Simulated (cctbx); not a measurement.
# Reading a Patterson map

Space group Fm-3m (no. 225), a = 10.9260 Å, b = 10.9260 Å, c = 10.9260 Å, α = 90.00°, β = 90.00°, γ = 90.00°, content In4 Rb8 Cl24 N4.

The data are simulated with cctbx, not measured: Mo Kα, λ = 0.71073 Å, to d = 0.8 Å, 95 % of the full sphere, strongest reflection 20000 counts, noise from counting, a 3 % proportional error and a noise floor of 8 counts (s.d.); no absorption.

Patterson synthesis from sharpened amplitudes, origin scaled to 1000:

```text
Patterson group F m -3 m
      u       v       w   height  length (A)
  0.000   0.000   0.000   1000.0     0.00
  0.000   0.000   0.500    611.0     5.46
  0.250   0.250   0.250    607.8     4.73
  0.000   0.250   0.250    388.7     3.86
  0.000   0.000   0.260    214.5     2.84
  0.033   0.033   0.095     39.3     1.15
  0.127   0.127   0.249     30.4     3.35
  0.000   0.125   0.125     30.0     1.92
  0.000   0.126   0.374     29.6     4.31
  0.189   0.189   0.189     28.9     3.59
  0.060   0.060   0.060     26.5     1.13
  0.156   0.216   0.284     25.4     4.25
  0.034   0.034   0.404     24.4     4.44
  0.188   0.188   0.312     20.8     4.48
```

**Question.** Which atom pairs make the peaks, and where is the heaviest atom?

A peak at u stands for all pairs with xi − xj = u, with weight Σ ZiZj against Σ Z² = 27688 at the origin. Peak heights follow these weights only roughly, since form factors, motion and series ripples differ, all vectors within 0.55 Å of a peak are counted as merged into it though the farther ones add only part of their weight, and F(000) is left out, which lowers the whole map:

| u | v | w | shortest length (Å) | height | 1000 ΣZiZj/ΣZ² | pairs in the cell |
| --- | --- | --- | --- | --- | --- | --- |
| 0.000 | 0.000 | 0.500 | 5.46 | 611 | 745 | 8 × Rb–Rb, 24 × Cl–Cl, 8 × In–N |
| 0.250 | 0.250 | 0.250 | 4.73 | 608 | 599 | 8 × In–Rb, 8 × Rb–N |
| 0.000 | 0.250 | 0.250 | 3.86 | 389 | 530 | 16 × Rb–Cl, 16 × Cl–Cl |
| 0.000 | 0.000 | 0.260 | 2.84 | 214 | 275 | 8 × In–Cl, 8 × Cl–N |

The table stops at ten peaks or at a height of 45, below which ripples compete. In the model behind the data In, the heaviest element, has 1 independent site: (1/2, 0, 0), up to an allowed shift of origin. No listed peak is a In–In vector, so the position follows from the cell content and the cross vectors. The whole model:

| atom | mult. | x | y | z | Ueq (Å²) |
| --- | --- | --- | --- | --- | --- |
| In1 | 4 | 1/2 | 0 | 0 | 0.0165 |
| Rb1 | 8 | 1/4 | 3/4 | 3/4 | 0.0150 |
| Cl1 | 24 | 0 | 0 | 0.7609 | 0.0195 |
| N1 | 4 | 0 | 0 | 0 | 0.0254 |

The model is made up (kin elements in a known structure type, no relaxation), so it says nothing on whether the phase exists.

[Logs are printed without paths, hosts, clocks, repeated set-up lines and the standing remarks that a program may print on its own settings, such as how far it seeks lower states.]
